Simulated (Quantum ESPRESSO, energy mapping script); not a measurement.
# MnS: J from the energies of magnetic orders

Aim: the exchange couplings of MnS from the energies of a few collinear orders, and the ordering temperature that they give.

Program: Quantum ESPRESSO 7.5. Level of theory: PBE with U = 3 eV on Mn d, ortho-atomic projectors; plane waves, U on orthogonalised atomic orbitals unless named otherwise, collinear spin, no spin–orbit coupling. Results are calculated unless marked as measured.

**Measured values to reproduce.**

For MnS, rock salt (x = 0), “Single-Crystal and Powder Neutron Diffraction Study of FeXMn1-XS Solid Solutions” (2011, arxiv:1108.4537) gives, by neutron diffraction: ordering temperature (Neel temperature) 150 K.

Most raw output is cut from this account.

The database entry behind the starting cell differs from later determinations by our own check (an axis about 0.2 % short against later determinations), so it need not match the best structure at ambient conditions.

### 1. The structure

Symmetry: Fm-3m, No. 225, cubic system. The conventional cell has a = 5.209 Å, b = 5.209 Å, c = 5.209 Å, α = 90.00°, β = 90.00°, γ = 90.00°. Nearest to Mn lie 6 S at 2.60 Å. Nearest to S lie 6 Mn at 2.60 Å. Farther neighbours and most contacts between anions are not listed.

The U corrects the self-interaction that lets semilocal functionals spread d and f electrons too far. Its value here is typed, not computed. These runs use Quantum ESPRESSO.

### 2. Parallel start in cell A (4 atoms)

Each cell gets its own parallel run on the same mesh, so that most of the mesh error cancels in the differences.

The potential files are GBRV's for PBE; pw.x takes the functional from them.

File pw.in:

```
&control
  calculation = 'scf'
  prefix = 'pw'
  outdir = './tmp/'
  pseudo_dir = './pseudo/'
  verbosity = 'low'
/
&system
  ibrav = 0
  nat = 4
  ntyp = 2
  ecutwfc = 45
  ecutrho = 360
  nbnd = 38
  occupations = 'smearing'
  smearing = 'fd'
  degauss = 0.00367493
  nspin = 2
  starting_magnetization(1) = 0.3000
/
&electrons
  conv_thr = 1.0e-08
  electron_maxstep = 120
  mixing_beta = 0.3
  mixing_mode = 'plain'
/
ATOMIC_SPECIES
  Mn 54.9380 Mn.upf
  S 32.0600 S.upf
CELL_PARAMETERS angstrom
  0.00000000 -2.60450000 -2.60450000
  -2.60450000 0.00000000 -2.60450000
  2.60450000 2.60450000 -5.20900000
ATOMIC_POSITIONS crystal
  Mn 0.50000000 0.50000000 0.50000000
  Mn 0.00000000 0.00000000 0.00000000
  S 0.75000000 0.75000000 0.75000000
  S 0.25000000 0.25000000 0.25000000
K_POINTS automatic
  7 7 7 0 0 0
HUBBARD {ortho-atomic}
U Mn-3d 3
```

Started as:

```
> OMP_NUM_THREADS=1 mpirun -n 8 pw.x -nk 8 -in pw.in > pw.out
```

Elapsed: 49 s, on 8 MPI ranks of Arm Neoverse N1, shared host; peak memory 1.1 GiB.

Spin moment in the sphere by atom:

| atom | spin moment in the sphere (μB) |
| --- | --- |
| Mn1 | 4.48 |
| Mn2 | 4.48 |
| S3 | 0.14 |
| S4 | 0.14 |

The run ends ferromagnetic.

### 3. Order 2: compensated +−, cell A of 4 atoms

This order reverses 6 of the 12 neighbours at 3.68 Å, 6 of the 6 neighbours at 5.21 Å and 12 of the 24 neighbours at 6.38 Å, counted for an average magnetic atom.

Changes to pw.in since step 2:

```diff
@@ -10,6 +10,6 @@
   nat = 4
-  ntyp = 2
+  ntyp = 3
   ecutwfc = 45
   ecutrho = 360
-  nbnd = 38
+  nbnd = 33
   occupations = 'smearing'
@@ -19,2 +19,3 @@
   starting_magnetization(1) = 0.3000
+  starting_magnetization(2) = -0.3000
 /
@@ -27,3 +28,4 @@
 ATOMIC_SPECIES
-  Mn 54.9380 Mn.upf
+  Mn1 54.9380 Mn.upf
+  Mn2 54.9380 Mn.upf
   S 32.0600 S.upf
@@ -34,4 +36,4 @@
 ATOMIC_POSITIONS crystal
-  Mn 0.50000000 0.50000000 0.50000000
-  Mn 0.00000000 0.00000000 0.00000000
+  Mn1 0.50000000 0.50000000 0.50000000
+  Mn2 0.00000000 0.00000000 0.00000000
   S 0.75000000 0.75000000 0.75000000
@@ -41,2 +43,3 @@
 HUBBARD {ortho-atomic}
-U Mn-3d 3
+U Mn1-3d 3
+U Mn2-3d 3
```

Wall time 44 s (8 MPI ranks); peak memory 1.1 GiB.

Spin moment in the sphere by atom:

| atom | spin moment in the sphere (μB) |
| --- | --- |
| Mn1 | 4.38 |
| Mn2 | -4.38 |
| S3 | 0.00 |
| S4 | 0.00 |

The run ends antiferromagnetic, 78.22 meV a magnetic atom below the parallel order of its cell.

### 4. Run 3 (parallel; cell B, 4 atoms)

A new cell needs its own zero of energy.

This run holds the same structure in another cell (c 6.380 → 5.209 Å, α 73.2 → 90.0°, β 73.2 → 90.0°, γ 60.0 → 90.0°).

File pw.in:

```
&control
  calculation = 'scf'
  prefix = 'pw'
  outdir = './tmp/'
  pseudo_dir = './pseudo/'
  verbosity = 'low'
/
&system
  ibrav = 0
  nat = 4
  ntyp = 2
  ecutwfc = 45
  ecutrho = 360
  nbnd = 38
  occupations = 'smearing'
  smearing = 'fd'
  degauss = 0.00367493
  nspin = 2
  starting_magnetization(1) = 0.3000
/
&electrons
  conv_thr = 1.0e-08
  electron_maxstep = 120
  mixing_beta = 0.3
  mixing_mode = 'plain'
/
ATOMIC_SPECIES
  Mn 54.9380 Mn.upf
  S 32.0600 S.upf
CELL_PARAMETERS angstrom
  0.00000000 -2.60450000 -2.60450000
  0.00000000 2.60450000 -2.60450000
  5.20900000 0.00000000 0.00000000
ATOMIC_POSITIONS crystal
  Mn 0.50000000 0.50000000 0.50000000
  Mn 0.00000000 0.00000000 0.00000000
  S 0.50000000 0.50000000 0.00000000
  S 0.00000000 0.00000000 0.50000000
K_POINTS automatic
  6 6 4 0 0 0
HUBBARD {ortho-atomic}
U Mn-3d 3
```

Wall time 32 s (8 MPI ranks); peak memory 0.93 GiB.

The run ends ferromagnetic. For each magnetic atom its energy differs from the parallel run of the first cell by 0.93 meV, an error that one common reference would have brought in.

### 5. Order 4: compensated +−, cell B of 4 atoms

This order reverses 8 of the 12 neighbours at 3.68 Å, 0 of the 6 neighbours at 5.21 Å and 16 of the 24 neighbours at 6.38 Å, counted for an average magnetic atom.

Changes to pw.in since step 4:

```diff
@@ -10,6 +10,6 @@
   nat = 4
-  ntyp = 2
+  ntyp = 3
   ecutwfc = 45
   ecutrho = 360
-  nbnd = 38
+  nbnd = 33
   occupations = 'smearing'
@@ -19,2 +19,3 @@
   starting_magnetization(1) = 0.3000
+  starting_magnetization(2) = -0.3000
 /
@@ -27,3 +28,4 @@
 ATOMIC_SPECIES
-  Mn 54.9380 Mn.upf
+  Mn1 54.9380 Mn.upf
+  Mn2 54.9380 Mn.upf
   S 32.0600 S.upf
@@ -34,4 +36,4 @@
 ATOMIC_POSITIONS crystal
-  Mn 0.50000000 0.50000000 0.50000000
-  Mn 0.00000000 0.00000000 0.00000000
+  Mn1 0.50000000 0.50000000 0.50000000
+  Mn2 0.00000000 0.00000000 0.00000000
   S 0.50000000 0.50000000 0.00000000
@@ -41,2 +43,3 @@
 HUBBARD {ortho-atomic}
-U Mn-3d 3
+U Mn1-3d 3
+U Mn2-3d 3
```

Wall time 33 s (8 MPI ranks); peak memory 0.94 GiB; 4.4 min of CPU time.

The run ends antiferromagnetic, 28.22 meV a magnetic atom below the parallel order of its cell.

### 6. Order 5: parallel, cell C of 6 atoms

File pw.in:

```
&control
  calculation = 'scf'
  prefix = 'pw'
  outdir = './tmp/'
  pseudo_dir = './pseudo/'
  verbosity = 'low'
/
&system
  ibrav = 0
  nat = 6
  ntyp = 2
  ecutwfc = 45
  ecutrho = 360
  nbnd = 54
  occupations = 'smearing'
  smearing = 'fd'
  degauss = 0.00367493
  nspin = 2
  starting_magnetization(1) = 0.3000
/
&electrons
  conv_thr = 1.5e-08
  electron_maxstep = 120
  mixing_beta = 0.3
  mixing_mode = 'plain'
/
ATOMIC_SPECIES
  Mn 54.9380 Mn.upf
  S 32.0600 S.upf
CELL_PARAMETERS angstrom
  0.00000000 2.60450000 2.60450000
  -2.60450000 0.00000000 -2.60450000
  -5.20900000 -5.20900000 5.20900000
ATOMIC_POSITIONS crystal
  Mn 0.00000000 0.00000000 0.00000000
  Mn 0.33333333 0.66666667 0.66666667
  Mn 0.66666667 0.33333333 0.33333333
  S 0.66666667 0.33333333 0.83333333
  S 0.00000000 0.00000000 0.50000000
  S 0.33333333 0.66666667 0.16666667
K_POINTS automatic
  7 7 3 0 0 0
HUBBARD {ortho-atomic}
U Mn-3d 3
```

Run time: 55 s. Hardware: 8 MPI ranks; peak memory 1.3 GiB; 7.3 min of CPU time.

The run ends ferromagnetic. For each magnetic atom its energy differs from the parallel run of the first cell by 0.01 meV, an error that one common reference would have brought in.

### 7. Order 6: uncompensated ++−, cell C of 6 atoms

This order reverses 4 of the 12 neighbours at 3.68 Å, 4 of the 6 neighbours at 5.21 Å and 12 of the 24 neighbours at 6.38 Å, counted for an average magnetic atom.

Changes to pw.in since step 6:

```diff
@@ -10,6 +10,6 @@
   nat = 6
-  ntyp = 2
+  ntyp = 3
   ecutwfc = 45
   ecutrho = 360
-  nbnd = 54
+  nbnd = 49
   occupations = 'smearing'
@@ -19,2 +19,3 @@
   starting_magnetization(1) = 0.3000
+  starting_magnetization(2) = -0.3000
 /
@@ -27,3 +28,4 @@
 ATOMIC_SPECIES
-  Mn 54.9380 Mn.upf
+  Mn1 54.9380 Mn.upf
+  Mn2 54.9380 Mn.upf
   S 32.0600 S.upf
@@ -34,5 +36,5 @@
 ATOMIC_POSITIONS crystal
-  Mn 0.00000000 0.00000000 0.00000000
-  Mn 0.33333333 0.66666667 0.66666667
-  Mn 0.66666667 0.33333333 0.33333333
+  Mn1 0.00000000 0.00000000 0.00000000
+  Mn1 0.33333333 0.66666667 0.66666667
+  Mn2 0.66666667 0.33333333 0.33333333
   S 0.66666667 0.33333333 0.83333333
@@ -43,2 +45,3 @@
 HUBBARD {ortho-atomic}
-U Mn-3d 3
+U Mn1-3d 3
+U Mn2-3d 3
```

The job ended after 56 s (8 MPI ranks; peak memory 1.3 GiB; 7.5 min of CPU time).

The run ends ferrimagnetic, 60.32 meV a magnetic atom below the parallel order of its cell.

### 8. Run 7 (parallel; cell D, 6 atoms)

This run holds the same structure in another cell (b 3.683 → 5.209 Å, c 9.022 → 6.380 Å, α 90.0 → 114.1°, β 90.0 → 106.8°, γ 120.0 → 90.0°).

File pw.in:

```
&control
  calculation = 'scf'
  prefix = 'pw'
  outdir = './tmp/'
  pseudo_dir = './pseudo/'
  verbosity = 'low'
/
&system
  ibrav = 0
  nat = 6
  ntyp = 2
  ecutwfc = 45
  ecutrho = 360
  nbnd = 54
  occupations = 'smearing'
  smearing = 'fd'
  degauss = 0.00367493
  nspin = 2
  starting_magnetization(1) = 0.3000
/
&electrons
  conv_thr = 1.5e-08
  electron_maxstep = 120
  mixing_beta = 0.3
  mixing_mode = 'plain'
/
ATOMIC_SPECIES
  Mn 54.9380 Mn.upf
  S 32.0600 S.upf
CELL_PARAMETERS angstrom
  0.00000000 -2.60450000 -2.60450000
  -5.20900000 0.00000000 0.00000000
  2.60450000 5.20900000 -2.60450000
ATOMIC_POSITIONS crystal
  Mn 0.66666667 0.66666667 0.33333333
  Mn 0.33333333 0.33333333 0.66666667
  Mn 0.00000000 0.00000000 0.00000000
  S 0.66666667 0.16666667 0.33333333
  S 0.33333333 0.83333333 0.66666667
  S 0.00000000 0.50000000 0.00000000
K_POINTS automatic
  6 6 6 0 0 0
HUBBARD {ortho-atomic}
U Mn-3d 3
```

Wall time 1.9 min (8 MPI ranks); peak memory 1.5 GiB.

The run ends ferromagnetic. For each magnetic atom its energy differs from the parallel run of the first cell by 0.01 meV, an error that one common reference would have brought in.

### 9. Order 8: uncompensated ++−, cell D of 6 atoms

This order reverses 6.67 of the 12 neighbours at 3.68 Å, 2.67 of the 6 neighbours at 5.21 Å and 8 of the 24 neighbours at 6.38 Å, counted for an average magnetic atom.

Changes to pw.in since step 8:

```diff
@@ -10,6 +10,6 @@
   nat = 6
-  ntyp = 2
+  ntyp = 3
   ecutwfc = 45
   ecutrho = 360
-  nbnd = 54
+  nbnd = 49
   occupations = 'smearing'
@@ -19,2 +19,3 @@
   starting_magnetization(1) = 0.3000
+  starting_magnetization(2) = -0.3000
 /
@@ -27,3 +28,4 @@
 ATOMIC_SPECIES
-  Mn 54.9380 Mn.upf
+  Mn1 54.9380 Mn.upf
+  Mn2 54.9380 Mn.upf
   S 32.0600 S.upf
@@ -34,5 +36,5 @@
 ATOMIC_POSITIONS crystal
-  Mn 0.66666667 0.66666667 0.33333333
-  Mn 0.33333333 0.33333333 0.66666667
-  Mn 0.00000000 0.00000000 0.00000000
+  Mn1 0.66666667 0.66666667 0.33333333
+  Mn1 0.33333333 0.33333333 0.66666667
+  Mn2 0.00000000 0.00000000 0.00000000
   S 0.66666667 0.16666667 0.33333333
@@ -43,2 +45,3 @@
 HUBBARD {ortho-atomic}
-U Mn-3d 3
+U Mn1-3d 3
+U Mn2-3d 3
```

Wall time 2.1 min (8 MPI ranks); peak memory 1.5 GiB.

The run ends ferrimagnetic, 53.79 meV a magnetic atom below the parallel order of its cell.

### 10. Run 9 (parallel; cell E, 6 atoms)

The parallel order again, as the reference for this cell.

This run holds the same structure in another cell (b 5.209 → 3.683 Å, c 6.380 → 8.236 Å, α 114.1 → 102.9°, β 106.8 → 102.9°).

File pw.in:

```
&control
  calculation = 'scf'
  prefix = 'pw'
  outdir = './tmp/'
  pseudo_dir = './pseudo/'
  verbosity = 'low'
/
&system
  ibrav = 0
  nat = 6
  ntyp = 2
  ecutwfc = 45
  ecutrho = 360
  nbnd = 54
  occupations = 'smearing'
  smearing = 'fd'
  degauss = 0.00367493
  nspin = 2
  starting_magnetization(1) = 0.3000
/
&electrons
  conv_thr = 1.5e-08
  electron_maxstep = 120
  mixing_beta = 0.3
  mixing_mode = 'plain'
/
ATOMIC_SPECIES
  Mn 54.9380 Mn.upf
  S 32.0600 S.upf
CELL_PARAMETERS angstrom
  0.00000000 2.60450000 2.60450000
  0.00000000 2.60450000 -2.60450000
  -7.81350000 -2.60450000 0.00000000
ATOMIC_POSITIONS crystal
  Mn 0.00000000 0.00000000 0.00000000
  Mn 0.33333333 0.33333333 0.66666667
  Mn 0.66666667 0.66666667 0.33333333
  S 0.83333333 0.83333333 0.66666667
  S 0.16666667 0.16666667 0.33333333
  S 0.50000000 0.50000000 0.00000000
K_POINTS automatic
  6 6 6 0 0 0
HUBBARD {ortho-atomic}
U Mn-3d 3
```

It took 70 s on 8 MPI ranks; peak memory 1.3 GiB; 9.4 min of CPU time.

The run ends ferromagnetic. For each magnetic atom its energy differs from the parallel run of the first cell by 0.70 meV, an error that one common reference would have brought in.

### 11. Order 10: uncompensated ++−, cell E of 6 atoms

This order reverses 5.33 of the 12 neighbours at 3.68 Å, 1.33 of the 6 neighbours at 5.21 Å and 16 of the 24 neighbours at 6.38 Å, counted for an average magnetic atom.

Changes to pw.in since step 10:

```diff
@@ -10,6 +10,6 @@
   nat = 6
-  ntyp = 2
+  ntyp = 3
   ecutwfc = 45
   ecutrho = 360
-  nbnd = 54
+  nbnd = 49
   occupations = 'smearing'
@@ -19,2 +19,3 @@
   starting_magnetization(1) = 0.3000
+  starting_magnetization(2) = -0.3000
 /
@@ -27,3 +28,4 @@
 ATOMIC_SPECIES
-  Mn 54.9380 Mn.upf
+  Mn1 54.9380 Mn.upf
+  Mn2 54.9380 Mn.upf
   S 32.0600 S.upf
@@ -34,5 +36,5 @@
 ATOMIC_POSITIONS crystal
-  Mn 0.00000000 0.00000000 0.00000000
-  Mn 0.33333333 0.33333333 0.66666667
-  Mn 0.66666667 0.66666667 0.33333333
+  Mn1 0.00000000 0.00000000 0.00000000
+  Mn1 0.33333333 0.33333333 0.66666667
+  Mn2 0.66666667 0.66666667 0.33333333
   S 0.83333333 0.83333333 0.66666667
@@ -43,2 +45,3 @@
 HUBBARD {ortho-atomic}
-U Mn-3d 3
+U Mn1-3d 3
+U Mn2-3d 3
```

Wall time 70 s (8 MPI ranks); peak memory 1.3 GiB.

The run ends ferrimagnetic, 37.43 meV a magnetic atom below the parallel order of its cell.

### 12. The fit

Each energy difference is a sum of couplings weighted by the pairs that the order reverses. A few near shells are fitted to the differences by least squares. Energies are those extrapolated to zero occupation width, not the free energies F.

Energies from the parallel order of the same cell:

| order | atoms | energy (meV a magnetic atom) | moments (μB) | moments kept as typed | opposed neighbours at 3.68, 5.21, 6.38 Å |
| --- | --- | --- | --- | --- | --- |
| parallel in cell A | 4 | 0.00 | 4.48 | yes | 0, 0, 0 |
| compensated +− in cell A | 4 | -78.22 | 4.38 | yes | 6, 6, 12 |
| parallel in cell B | 4 | 0.00 | 4.48 | yes | 0, 0, 0 |
| compensated +− in cell B | 4 | -28.22 | 4.45 | yes | 8, 0, 16 |
| parallel in cell C | 6 | 0.00 | 4.48 | yes | 0, 0, 0 |
| uncompensated ++− in cell C | 6 | -60.32 | 4.37 to 4.43 | yes | 4, 4, 12 |
| parallel in cell D | 6 | 0.00 | 4.48 | yes | 0, 0, 0 |
| uncompensated ++− in cell D | 6 | -53.79 | 4.38 to 4.43 | yes | 6.67, 2.67, 8 |
| parallel in cell E | 6 | 0.00 | 4.48 | yes | 0, 0, 0 |
| uncompensated ++− in cell E | 6 | -37.43 | 4.42 to 4.45 | yes | 5.33, 1.33, 16 |

The Heisenberg fit (each pair counts twice, positive J is ferromagnetic):

| pair | distance (Å) | neighbours | J (meV) |
| --- | --- | --- | --- |
| Mn–Mn | 3.68 | 12 | -1.34 |
| Mn–Mn | 5.21 | 6 | -4.88 |
| Mn–Mn | 6.38 | 24 | -0.189 |
| Mn–Mn | 7.37 | 12 | -0.515 |

Adding the shell at 8.24 Å gives -1.1, -4.8, -0.16, -0.56 and -0.16 meV and a mean-field temperature of 169 K, an exact solve that tests nothing.

In mean field these couplings order at 179 K, at q = (0.50, 0.50, 0.50) in fractions of the conventional cell's reciprocal vectors, and give a Curie–Weiss temperature of -434 K.

### 13. Finite temperature

Mean field ignores fluctuations and overstates the ordering temperature, so the model is also sampled. The heat capacity peaks where order sets in.

Classical unit spins with these couplings on 8×8×4 copies of a cell that holds the lowest order (512 spins), heat-bath sweeps, cooled from random directions, 831 sweeps to settle and 2493 measured at each temperature, averaged over 8 runs.

| T (K) | order along the lowest pattern | net moment | heat capacity (k_B a spin) |
| --- | --- | --- | --- |
| 21.4 | 0.45 | 0.01 | 1.03 |
| 36.7 | 0.45 | 0.01 | 1.08 |
| 59.5 | 0.40 | 0.01 | 1.19 |
| 74.7 | 0.34 | 0.01 | 1.30 |
| 90.0 | 0.32 | 0.01 | 1.50 |
| 105 | 0.26 | 0.02 | 1.82 |
| 113 | 0.23 | 0.02 | 1.83 |
| 128 | 0.16 | 0.02 | 1.26 |
| 143 | 0.12 | 0.02 | 0.72 |
| 158 | 0.10 | 0.02 | 0.52 |
| 181 | 0.08 | 0.02 | 0.35 |
| 197 | 0.08 | 0.02 | 0.29 |

The smoothed heat capacity peaks at 108 K. The order column follows one pattern alone; equivalent domains or another pattern share the rest.

### 14. Against another level

The first set of orders, under PBE+U (4 eV), QE, GBRV, took 1.5 h of CPU time summed over its finished orders (seed run apart), these 86 min.

| quantity | this set | first set |
| --- | --- | --- |
| J at 3.68 Å, meV | -1.34 | -1.01 |
| J at 5.21 Å, meV | -4.88 | -3.49 |
| J at 6.38 Å, meV | -0.189 | -0.151 |
| J at 7.37 Å, meV | -0.515 | -0.400 |
| ordering temperature, mean field, K | 179 | 125 |
| heat-capacity peak, Monte Carlo, K | 108 | 74 |

The coupling that led in the first set goes from -3.49 to -4.88 meV.

### 15. Summary of results

```json
{
  "lowest order tried": "compensated +− in cell A",
  "largest fitted value, Mn–Mn at 5.21 Å": "-4.88 meV",
  "ordering temperature, mean field": "179 K",
  "heat-capacity peak, Monte Carlo": "108 K"
}
```

**Reading.** Of the orders tried, MnS prefers the order “compensated +− in cell A” under PBE+U (3 eV), QE, GBRV, with 6 of 12 neighbours at 3.68 Å, 6 of 6 neighbours at 5.21 Å and 12 of 24 neighbours at 6.38 Å opposed, and the heat capacity of the fitted model peaks near 108 K (Monte Carlo, classical spins). The coupling at 5.21 Å is 1.4 times that of the first set, at 0.95 times the CPU time. The largest fitted coupling is the Mn–Mn pair at 5.21 Å, antiferromagnetic at -4.9 meV, across a ligand at about 180°. The straight metal–ligand–metal path outweighs the right-angled one, the pattern expected of superexchange through one ligand p orbital, which these runs do not test. The orders also reverse pairs at 8.24 Å, which are not fitted, so the fitted values hold their part too. With 5 differences for 4 couplings the fit misses by 1.9 meV at most, a small part of the spread. In the fitted orders moments change by up to 2.4 % against the parallel run of the same cell, so their size stays put. Monte Carlo puts the peak at 0.60 of the mean-field temperature, since mean field leaves out fluctuations. In tests on simple cubic and body-centred models such peaks lay 5 to 6 % under the bulk value. On cooling, the order along the one computed pattern stays at or under 0.45: the model settles in an equivalent domain, a degenerate mixture or another order. The Curie–Weiss temperature is 4.0 times the peak temperature in size, a mark of frustration. The parallel order holds 5 μB a magnetic atom, spin 2.5; the common factor (S+1)/S would raise the classical 108 K to 151 K, a correction that often overshoots. The classical value and the one scaled by (S+1)/S differ by a factor of 1.4, so closeness of either to the measured temperature is partly a matter of convention.

Comparison with the measured values:

| quantity | measured | PBE+U (3 eV), QE, GBRV, Monte Carlo | PBE+U (3 eV), QE, GBRV, Monte Carlo × (S+1)/S |
| --- | --- | --- | --- |
| ordering temperature (spin model) (K) | 150 | 108 (-28.3 %) | 151 (+0.4 %) |

Measured values from arxiv:1108.4537 (2011).

How well it matches: For the ordering temperature, of the levels listed nearest comes PBE+U (3 eV), QE, GBRV, Monte Carlo × (S+1)/S (+0.4 %, good agreement) and farthest PBE+U (3 eV), QE, GBRV, Monte Carlo (-28.3 %, fair agreement). A U picked for its result is no test. No cell relaxation is part of this session.

[Logs and program files are shortened in this print: banners, set-up blocks, solver, clock and traceback lines can be left out without a mark of their own.]

[Logs are printed without paths, hosts, clocks, repeated set-up lines and the standing remarks that a program may print on its own settings, such as how far it seeks lower states.]

[Hosts, paths, dates, database ids (printed as entryN), source tags and the programs' standing remarks are cut or masked in the printed files.]

[Where a cell is said to come from a database of computed structures, the database is the Materials Project.]
